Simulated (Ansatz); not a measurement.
## KLaMg, from a guessed structure to a relaxed one

This structure for KLaMg is made up. Its elements were placed in a known structure type with a cell scaled to their sizes. What cell does the guess relax to, and how far off was it?

Program: Ansatz 0.2.0. Level of theory: DFT, r2SCAN, plane-wave PAW, files of the set soft_1, scalar-relativistic, no spin, cell and ions relaxed at zero pressure; PAW set soft_1, in the first sound run; inputs show where later runs differ. Results are calculated unless marked as measured.

**1. The starting structure**

Symmetry: P6_3/mmc, No. 194, hexagonal system. Conventional cell: a = 5.434 Å, b = 5.434 Å, c = 8.873 Å, α = 90.00°, β = 90.00°, γ = 120.00°. Nearest to La lie 6 K at 3.84 Å and 6 Mg at 3.84 Å. Nearest to K lie 3 Mg at 3.14 Å and 6 La at 3.84 Å. Mg has 3 K at 3.14 Å and 6 La at 3.84 Å nearest. Farther neighbours are not listed.

**2. Relaxation of the guess**

The guess takes its coordinates from another compound and its volume from a rule, so the cell and any free coordinates are relaxed together.

Input file input.yaml:

```yaml
crystal:
  lattice:
    - [5.434, 0.0, 0.0]
    - [-2.717, 4.705982044, 0.0]
    - [0.0, 0.0, 8.873]
  atoms:
    - { symbol: La, position: [0.0, 0.0, 0.0] }
    - { symbol: La, position: [0.0, 0.0, 0.5] }
    - { symbol: K, position: [0.333333333, 0.666666667, 0.75] }
    - { symbol: K, position: [0.666666667, 0.333333333, 0.25] }
    - { symbol: Mg, position: [0.333333333, 0.666666667, 0.25] }
    - { symbol: Mg, position: [0.666666667, 0.333333333, 0.75] }
kpoints:
  mp_grid: { grid: [6, 6, 3] }
scf:
  occupations: { method: fermi_dirac, width: 0.05 }
hamiltonian:
  xc: r2scan
  pseudopotentials: { kind: paw, azcp: { folder: soft_1 } }
relax:
  f_tol: 0.015
  max_steps: 70
  cell: {}
output:
  forces: true
  stress: true
```

The run is started by

```bash
$ ansatz run input.yaml --threads 4 --pin off --max-ram 10240MiB --backend cpu --events-out ev --progress --plain --runs-dir out
```

Numbers of over 12 decimals in the logs are rounded to 6 here.

Output:

```text
Engine: ansatz 0.2.0, x86_64-unknown-linux-gnu
Pseudopotentials: kind: paw
Pseudopotential: La, paw, valence charge 11, recommended cutoff 500 eV (meta_gga), soft_1/La.paw.azcp
Pseudopotential: K, paw, valence charge 9, recommended cutoff 500 eV (meta_gga), soft_1/K.paw.azcp
Pseudopotential: Mg, paw, valence charge 10, recommended cutoff 500 eV (meta_gga), soft_1/Mg.paw.azcp
Functional definition: r2SCAN
  parameter k0 = 0.174
  parameter k1 = 0.065
  parameter a1 = 4.9479
  exchange = r2scan_x(k0 = k0, k1 = k1, a1 = a1)
  correlation = r2scan_c
Crystal: 6 atoms, lattice volume = 226.903 Å³
Basis set: ecut = 500 eV, 5721 PW (Γ), exchange–correlation on 160×160×288 points (64 copies of the dense FFT grid, shifted against one another)
Bands: 36, of which v1, the nominal top of the filled ones, is band 30 counted from 1 (29 counted from 0)
Symmetry: 24 space group operations
Space group: P63/mmc (ITA 194), of the structure as read, at distance tolerance 6.1e-5 Å
k-points: 14 of 108
Non-local potential: La, projectors of the file, l = 0: 3, l = 1: 2, l = 2: 2, l = 3: 3
Non-local potential: K, projectors of the file, l = 0: 3, l = 1: 2, l = 2: 2
Non-local potential: Mg, projectors of the file, l = 0: 3, l = 1: 2, l = 2: 1
PAW form: soft (Blöchl's): semilocal exchange-correlation on the pseudo side does not see the compensation charge
PAW frozen core: La, regenerated for the run's functional (the file was generated under x = pbe(κ = 0.804, μ = 0.219515), c = pbe(β = 0.066725))
PAW frozen core: K, regenerated for the run's functional (the file was generated under x = pbe(κ = 0.804, μ = 0.219515), c = pbe(β = 0.066725))
PAW frozen core: Mg, regenerated for the run's functional (the file was generated under x = pbe(κ = 0.804, μ = 0.219515), c = pbe(β = 0.066725))
PAW one-centre angular grid: La, 974 points (default); XC on 160 Gauss nodes
PAW one-centre angular grid: K, 302 points (default); XC on 160 Gauss nodes
PAW one-centre angular grid: Mg, 302 points (default); XC on 224 Gauss nodes
Initial density: superposition of atomic densities (chi_scale 0.1, normalization cell, long waves kept (reshape's long-wave potential 0.00 eV rms))
Initial wavefunctions: pseudopotential atomic-orbital guess
Functional: x = r2scan, c = r2scan; τ floored in thin density (d = 2e-4 eV/Å³)
iter 1 solved again at ethr=1.96e-3 eV; its pass at ethr=3.10e-3 eV (dr2=1.18e0 eV) is discarded
SCF iter   1: F=—  HF=-19464.433442 eV  |F-HF|=—  |Δ(HF+E_count)|=         —  Δρ=1.85e-2  dr2=1.17e0  dr2_τ=5.14e-3  ethr=1.96e-3  ⟨swp⟩=1.0  Hψ=3175  notcnv=0
preconditioner: auto → Kerker (q_TF=auto, 2.186 Å⁻¹)  [metal: Δε(μ)=0.035 eV  Ē_g=2.191 eV  σ=0.050 eV  W_gap=0.17  n_scr=36 (ndim 8)  ℏωp=8.5 eV  f_vac=0.000  D(μ)=10.15/eV (n_scr^D=98)]
SCF iter   2: F=—  HF=-19464.422080 eV  |F-HF|=—  |Δ(HF+E_count)|=   1.14e-2  Δρ=1.15e-2  dr2=4.92e-1  dr2_τ=4.56e-3  ethr=1.94e-3  ⟨swp⟩=6.4  Hψ=977  notcnv=0  defer=1
SCF iter   3: F=—  HF=-19464.373227 eV  |F-HF|=—  |Δ(HF+E_count)|=   4.89e-2  Δρ=2.80e-3  dr2=3.31e-2  dr2_τ=2.49e-4  ethr=8.19e-4  ⟨swp⟩=8.6  Hψ=1385  notcnv=0  defer=1
SCF iter   4: F=—  HF=-19464.377807 eV  |F-HF|=—  |Δ(HF+E_count)|=   4.58e-3  Δρ=5.28e-4  dr2=1.27e-3  dr2_τ=1.86e-4  ethr=5.51e-5  ⟨swp⟩=5.3  Hψ=1173  notcnv=0  defer=1
SCF iter   5: F=—  HF=-19464.378196 eV  |F-HF|=—  |Δ(HF+E_count)|=   3.89e-4  Δρ=2.32e-4  dr2=2.65e-4  dr2_τ=1.80e-6  ethr=2.12e-6  ⟨swp⟩=3.1  Hψ=911  notcnv=0
SCF iter   6: F=—  HF=-19464.378219 eV  |F-HF|=—  |Δ(HF+E_count)|=   2.30e-5  Δρ=8.78e-5  dr2=4.00e-5  dr2_τ=4.69e-7  ethr=4.41e-7  ⟨swp⟩=2.0  Hψ=598  notcnv=0
SCF iter   7: F=—  HF=-19464.378311 eV  |F-HF|=—  |Δ(HF+E_count)|=   9.13e-5  Δρ=2.74e-5  dr2=3.55e-6  dr2_τ=5.01e-8  ethr=6.66e-8  ⟨swp⟩=2.1  Hψ=829  notcnv=0
SCF iter   8: F=—  HF=-19464.378310 eV  |F-HF|=—  |Δ(HF+E_count)|=   7.48e-7  Δρ=7.69e-6  dr2=2.53e-7  dr2_τ=5.36e-9  ethr=5.91e-9  ⟨swp⟩=2.1  Hψ=836  notcnv=0
SCF iter   9: F=-19464.378310 eV  HF=-19464.378310 eV  |F-HF|=6.46e-9  |Δ(HF+E_count)|=   1.52e-8  Δρ=2.65e-6  dr2=3.36e-8  dr2_τ=3.69e-10  ethr=1.67e-10  ⟨swp⟩=6.0  Hψ=1874  notcnv=0
SCF 1 converged in 9 iterations: F = -19464.378310 eV  dr2 = 3.36e-8
  greatest PAW one-centre occupation: 1.000 electrons in one spin orbital (limit 2), on the Mg atom at site 5 (counted from 0), in its partial waves of l = 0
relax step   1: F+E_penalty+E_count = -19464.37830978 eV  Δ(F+E_penalty+E_count) = +0.000e0 eV  max|allowed force component| = 1.156e-17 eV/Å  Δτ_max = 0.0000 Å  P = +0.501 GPa  Ω = 226.903 Å³  (9 SCF iters, dr2 threshold 1.00e-7 eV, accepted)
Crystal: 6 atoms, lattice volume = 226.789 Å³
Basis set: ecut = 500 eV, 5785 PW (Γ), exchange–correlation on 160×160×288 points (64 copies of the dense FFT grid, shifted against one another)
Initial density: handed on by an earlier stage of this run
Initial wavefunctions: those handed on with the density
iter 1 solved again at ethr=7.77e-5 eV; its pass at ethr=3.10e-3 eV (dr2=4.66e-2 eV) is discarded
SCF iter   1: F=—  HF=-19464.626413 eV  |F-HF|=—  |Δ(HF+E_count)|=         —  Δρ=2.93e-3  dr2=4.82e-2  dr2_τ=5.65e-2  ethr=7.77e-5  ⟨swp⟩=2.4  Hψ=4048  notcnv=0
preconditioner: auto → Kerker (q_TF=auto, 2.186 Å⁻¹)  [metal: Δε(μ)=0.055 eV  Ē_g=2.032 eV  σ=0.050 eV  W_gap=0.25  n_scr=34 (ndim 8)  ℏωp=8.5 eV  f_vac=0.000  D(μ)=8.61/eV (n_scr^D=72)]
SCF iter   2: F=—  HF=-19464.741005 eV  |F-HF|=—  |Δ(HF+E_count)|=   1.15e-1  Δρ=1.53e-3  dr2=1.50e-2  dr2_τ=1.67e-4  ethr=7.77e-5  ⟨swp⟩=4.4  Hψ=987  notcnv=0
SCF iter   3: F=—  HF=-19464.739204 eV  |F-HF|=—  |Δ(HF+E_count)|=   1.80e-3  Δρ=4.74e-4  dr2=1.37e-3  dr2_τ=4.84e-5  ethr=2.50e-5  ⟨swp⟩=2.4  Hψ=670  notcnv=0
SCF iter   4: F=—  HF=-19464.739385 eV  |F-HF|=—  |Δ(HF+E_count)|=   1.81e-4  Δρ=1.49e-4  dr2=8.95e-5  dr2_τ=2.17e-6  ethr=2.28e-6  ⟨swp⟩=2.2  Hψ=695  notcnv=0
SCF iter   5: F=—  HF=-19464.739513 eV  |F-HF|=—  |Δ(HF+E_count)|=   1.28e-4  Δρ=4.72e-5  dr2=6.66e-6  dr2_τ=2.37e-7  ethr=1.49e-7  ⟨swp⟩=2.1  Hψ=818  notcnv=0
SCF iter   6: F=—  HF=-19464.739519 eV  |F-HF|=—  |Δ(HF+E_count)|=   6.48e-6  Δρ=1.32e-5  dr2=7.30e-7  dr2_τ=1.13e-8  ethr=1.11e-8  ⟨swp⟩=3.1  Hψ=1031  notcnv=0
SCF iter   7: F=-19464.739520 eV  HF=-19464.739520 eV  |F-HF|=1.88e-8  |Δ(HF+E_count)|=   5.24e-7  Δρ=3.86e-6  dr2=5.50e-8  dr2_τ=1.19e-9  ethr=1.00e-9  ⟨swp⟩=5.8  Hψ=1946  notcnv=0
SCF 2 converged in 7 iterations: F = -19464.739520 eV  dr2 = 5.50e-8
[...]
SCF iter   3: F=—  HF=-19465.062793 eV  |F-HF|=—  |Δ(HF+E_count)|=   1.41e-3  Δρ=4.96e-4  dr2=1.62e-3  dr2_τ=4.08e-5  ethr=2.30e-5  ⟨swp⟩=2.4  Hψ=666  notcnv=0
SCF iter   4: F=—  HF=-19465.062869 eV  |F-HF|=—  |Δ(HF+E_count)|=   7.56e-5  Δρ=1.27e-4  dr2=7.27e-5  dr2_τ=2.26e-6  ethr=2.71e-6  ⟨swp⟩=2.1  Hψ=613  notcnv=0
SCF iter   5: F=—  HF=-19465.062990 eV  |F-HF|=—  |Δ(HF+E_count)|=   1.21e-4  Δρ=3.95e-5  dr2=5.10e-6  dr2_τ=1.97e-7  ethr=1.21e-7  ⟨swp⟩=2.5  Hψ=894  notcnv=0
SCF iter   6: F=—  HF=-19465.062995 eV  |F-HF|=—  |Δ(HF+E_count)|=   5.48e-6  Δρ=1.23e-5  dr2=6.93e-7  dr2_τ=3.29e-8  ethr=1.00e-9  ⟨swp⟩=7.0  Hψ=2346  notcnv=0
SCF iter   7: F=-19465.062996 eV  HF=-19465.062996 eV  |F-HF|=3.16e-8  |Δ(HF+E_count)|=   5.31e-7  Δρ=3.89e-6  dr2=5.30e-8  dr2_τ=1.25e-9  ethr=1.00e-9  ⟨swp⟩=6.1  Hψ=1845  notcnv=0
SCF 3 converged in 7 iterations: F = -19465.062996 eV  dr2 = 5.30e-8
relax step   3: F+E_penalty+E_count = -19465.06299603 eV  Δ(F+E_penalty+E_count) = -3.235e-1 eV  max|allowed force component| = 3.238e-17 eV/Å  Δτ_max = 0.0000 Å  P = +0.377 GPa  Ω = 225.690 Å³  energy of the carried Pulay correction = +2.163e-4 eV  (7 SCF iters, dr2 threshold 6.00e-7 eV, accepted)
[...]
relax step   4: F+E_penalty+E_count = -19465.28595900 eV  Δ(F+E_penalty+E_count) = -2.230e-1 eV  max|allowed force component| = 1.870e-17 eV/Å  Δτ_max = 0.0000 Å  P = +0.574 GPa  Ω = 224.918 Å³  energy of the carried Pulay correction = +3.391e-4 eV  (7 SCF iters, dr2 threshold 6.00e-7 eV, accepted)
[...]
relax step   5: F+E_penalty+E_count = -19465.34891300 eV  Δ(F+E_penalty+E_count) = -6.295e-2 eV  max|allowed force component| = 2.276e-17 eV/Å  Δτ_max = 0.0000 Å  P = -0.193 GPa  Ω = 236.743 Å³  energy of the carried Pulay correction = -6.217e-4 eV  (7 SCF iters, dr2 threshold 6.00e-7 eV, accepted)
[...]
relax step   6: F+E_penalty+E_count = -19465.35194930 eV  Δ(F+E_penalty+E_count) = -3.036e-3 eV  max|allowed force component| = 9.252e-18 eV/Å  Δτ_max = 0.0000 Å  P = +0.034 GPa  Ω = 233.371 Å³  energy of the carried Pulay correction = -3.477e-4 eV  (6 SCF iters, dr2 threshold 1.84e-7 eV, accepted)
Basis set: ecut = 500 eV, 5847 PW (Γ), exchange–correlation on 180×180×216 points (64 copies of the dense FFT grid, shifted against one another)
Initial wavefunctions: pseudopotential atomic-orbital guess (no wavefunctions were taken with the density)
iter 1 solved again at ethr=1.24e-5 eV; its pass at ethr=3.10e-3 eV (dr2=7.45e-3 eV) is discarded
SCF iter   1: F=—  HF=-19465.347683 eV  |F-HF|=—  |Δ(HF+E_count)|=         —  Δρ=3.86e-4  dr2=1.37e-5  dr2_τ=3.33e-5  ethr=1.24e-5  ⟨swp⟩=3.2  Hψ=3760  notcnv=0
eigensolver tolerance schedule: the retry pair's looser diagonalisation over-reported the residual by 543.91 of it (diagonalisation noise at an unbounded share of the residual, at the tolerance the schedule requests for it); recorded, not acted on — ethr = c·dr2/N_el stays at c = 1.0e-1
preconditioner: auto → Kerker (q_TF=auto, 2.176 Å⁻¹)  [metal: Δε(μ)=0.055 eV  Ē_g=2.105 eV  σ=0.050 eV  W_gap=0.25  n_scr=40 (ndim 8)  ℏωp=8.4 eV  f_vac=0.000  D(μ)=6.24/eV (n_scr^D=40)]
SCF iter   2: F=—  HF=-19465.351775 eV  |F-HF|=—  |Δ(HF+E_count)|=   4.09e-3  Δρ=1.99e-4  dr2=4.03e-6  dr2_τ=3.50e-5  ethr=2.28e-8  ⟨swp⟩=3.2  Hψ=1037  notcnv=0
SCF iter   3: F=—  HF=-19465.353359 eV  |F-HF|=—  |Δ(HF+E_count)|=   1.58e-3  Δρ=1.53e-5  dr2=5.71e-7  dr2_τ=6.42e-8  ethr=6.72e-9  ⟨swp⟩=3.0  Hψ=1030  notcnv=0
SCF iter   4: F=—  HF=-19465.353361 eV  |F-HF|=—  |Δ(HF+E_count)|=   1.66e-6  Δρ=8.18e-6  dr2=1.57e-7  dr2_τ=1.01e-8  ethr=9.51e-10  ⟨swp⟩=3.0  Hψ=1023  notcnv=0
SCF iter   5: F=—  HF=-19465.353361 eV  |F-HF|=—  |Δ(HF+E_count)|=   6.43e-7  Δρ=1.93e-6  dr2=1.38e-8  dr2_τ=3.09e-10  ethr=2.62e-10  ⟨swp⟩=2.0  Hψ=940  notcnv=0
SCF iter   6: F=—  HF=-19465.353361 eV  |F-HF|=—  |Δ(HF+E_count)|=   1.16e-8  Δρ=8.96e-7  dr2=2.47e-9  dr2_τ=4.30e-11  ethr=2.31e-11  ⟨swp⟩=2.3  Hψ=793  notcnv=0
SCF iter   7: F=—  HF=-19465.353361 eV  |F-HF|=—  |Δ(HF+E_count)|=   3.27e-9  Δρ=2.85e-7  dr2=2.58e-10  dr2_τ=5.49e-12  ethr=4.12e-12  ⟨swp⟩=2.2  Hψ=826  notcnv=0
SCF iter   8: F=—  HF=-19465.353361 eV  |F-HF|=—  |Δ(HF+E_count)|=  2.58e-10  Δρ=1.20e-7  dr2=6.57e-11  dr2_τ=9.60e-13  ethr=1.00e-12  ⟨swp⟩=6.3  Hψ=2111  notcnv=0
SCF iter   9: F=-19465.353361 eV  HF=-19465.353361 eV  |F-HF|=0.00e0  |Δ(HF+E_count)|=  2.55e-11  Δρ=3.52e-8  dr2=4.95e-12  dr2_τ=7.82e-14  ethr=1.00e-12  ⟨swp⟩=5.9  Hψ=1835  notcnv=0
SCF 7 converged in 9 iterations: F = -19465.353361 eV  dr2 = 4.95e-12
relax step   7: F+E_penalty+E_count = -19465.35336126 eV  Δ(F+E_penalty+E_count) = -1.412e-3 eV  max|allowed force component| = 1.258e-17 eV/Å  Δτ_max = 0.0000 Å  P = +0.034 GPa  Ω = 233.371 Å³  stress off target by 3.72e-2 GPa  SCF on the basis re-selected at this cell (its energy is not comparable with the rows above)  (9 SCF iters)
basis re-selected at this cell: Δ(F+E_penalty+E_count) = -1.412e-3 eV, ΔP = +0.000 GPa vs the last step (what re-selecting the basis moved, of the pressure what is left beyond the Pulay correction that the steps carried, after the strain that the cell walked since its last selection, with what the two solves' SCF thresholds leave and, on support functions, any second-order correction that the steps lacked; it is no measure of the basis error at this ecutwfc). The dense FFT grid was sized anew with the basis: this SCF ran on 45×45×54 points, the steps before it on 40×40×72, so part of this shift can come from that change (see relax.cell in the input reference). [rest of the remark cut]
SCF converged after 9 iterations
Free energy (F): -19465.353361 eV
Harris-Foulkes:  -19465.353361 eV  (|F-HF|=0.00e0)
Internal energy: -19465.301153 eV  (E = F + TS)
E sigma→0 (E₀):  -19465.327257 eV
Entropy (-TS):   -0.052208 eV (-8.701 meV/atom)
Fermi energy:    5.925238 eV
--- Per-component energies (eV) ---
  E_band       = -1173.325246
  E_kinetic    = 1009.950443
  E_local      = -5712.158250  (includes V_loc(G=0)·N_el)
  E_nonlocal   = 590.171522
  E_hartree    = 1979.908471
  E_xc         = -578.756908
  E_vxc        = -746.903681  (∫ρ·V_xc dr)
  E_paw        = -13063.205961  (= ΣΔE_a)
  E_vpaw       = -316.287878  (= ΣTr[D̂ρ^β])
  E_aug_tail   = -0.000051  (compensation charges beyond the density's cutoff)
  E_vtau       = 42.085770  (kinetic-family band-sum trace: ∫τ·v_τ [+ j·A + Jᵃ·Aᵃ] dr)
  E_ewald      = -3690.902079
  E_core_change = -0.308341  (= ΣΔE_core)
  E_smearing   = -0.052208  (= −TS)
  E_closure    = 0.000000  (closes the sum)
  Σ components = -19465.353361   (vs F -19465.353361, Δ=0.00e0)
--- Forces (eV/Å), atoms counted from 1 ---
  atom   1  La    -0.00000000    -0.00000000     0.00000000
  atom   2  La    -0.00000000    -0.00000000     0.00000000
  atom   3  K     -0.00000000     0.00000000     0.00000000
  atom   4  K     -0.00000000    -0.00000000     0.00000000
  atom   5  Mg     0.00000000    -0.00000000     0.00000000
  atom   6  Mg     0.00000000     0.00000000     0.00000000
  max |Σ_I F_I| component: 6.94e-18 eV/Å
--- Stress (GPa, compression-positive) ---
        0.037166       0.000000       0.000000
        0.000000       0.037166       0.000000
        0.000000       0.000000       0.029100
  P = ⅓ Tr σ = 0.0345 GPa (0.345 kbar)
--- Relaxed structure (6 steps of the walk, 6 accepted, 1 SCFs on fresh bases) ---
  F+E_penalty+E_count = -19465.35336126 eV   max|allowed force component| = 1.258e-17 eV/Å   (the final SCF, on the basis selected at the relaxed cell)
  cell:  # Å, volume = 233.3709 Å³
    - [6.045680, 0.0, 0.0]
    - [-3.022840, 5.235712, 0.0]
    - [0.0, 0.0, 7.372688]
  atoms:
    - { symbol: La, position: [0, 0, 0] }
    - { symbol: La, position: [0, 0, 0.500000] }
    - { symbol: K, position: [0.333333, 0.666667, 0.750000] }
    - { symbol: K, position: [0.666667, 0.333333, 0.250000] }
    - { symbol: Mg, position: [0.333333, 0.666667, 0.250000] }
    - { symbol: Mg, position: [0.666667, 0.333333, 0.750000] }
```

Wall time 57 s (4 threads of Intel Xeon Platinum 8223CL at 3.00GHz (Skylake/Cascade Lake), shared host); peak memory 1.2 GiB; 3.4 min of CPU time.

Step by step:

```
step  energy less that of the first step (eV)  largest force component (eV/Å)  pressure (GPa)  volume (Å³)
   1                                   0.0000                          0.0000            0.50       226.90
   2                                  -0.3612                          0.0000            0.33       226.79
   3                                  -0.6847                          0.0000            0.38       225.69
   4                                  -0.9076                          0.0000            0.57       224.92
   5                                  -0.9706                          0.0000           -0.19       236.74
   6                                  -0.9736                          0.0000            0.03       233.37
  7*                                  -0.9751                          0.0000            0.03       233.37
```

Relaxation steps marked * repeat the geometry before them on a plane-wave basis chosen anew for their cell, so energy and pressure can jump there.

The run keeps the 24 symmetry operations that it works with, so distortions that break them were not tested.

```
     cell as run  before  after   change
           a (Å)   5.434  6.046  +11.3 %
           b (Å)   5.434  6.046  +11.3 %
           c (Å)   8.873  7.373  -16.9 %
volume (Å³/atom)   37.82  38.90   +2.9 %
```

Final coordinates:

```xyz
6
Lattice="6.0457 0.0000 0.0000 -3.0228 5.2357 0.0000 0.0000 0.0000 7.3727" Properties=species:S:1:pos:R:3 pbc="T T T"
La    0.0000    0.0000    0.0000
La    0.0000    0.0000    3.6863
K     0.0000    3.4905    5.5295
K     3.0228    1.7452    1.8432
Mg    0.0000    3.4905    1.8432
Mg    3.0228    1.7452    5.5295
```

This step gave:

```yaml
free_energy: -19465.3534 eV
energy_at_zero_smearing: -19465.3273 eV
smearing_term_ts: 0.05221 eV
fermi_energy: 5.925 eV
electrons: 60
symmetry_operations: 24
pressure: 0.03448 GPa
```

The shortest distance of each pair, which need not be the same contact before and after:

```
 pair  guess (Å)  relaxed (Å)
 K–Mg      3.137        3.490
La–La      4.436        3.686
La–Mg      3.842        3.947
 K–La      3.842        3.947
  K–K      5.434        5.077
```

The relaxation ends with a pressure of 0.03 GPa.

[end of part 1 of 2]

[Logs are printed without paths, hosts, clocks, repeated set-up lines and the standing remarks that a program may print on its own settings, such as how far it seeks lower states.]

[Hosts, paths, dates, database ids (printed as entryN), source tags and the programs' standing remarks are cut or masked in the printed files.]
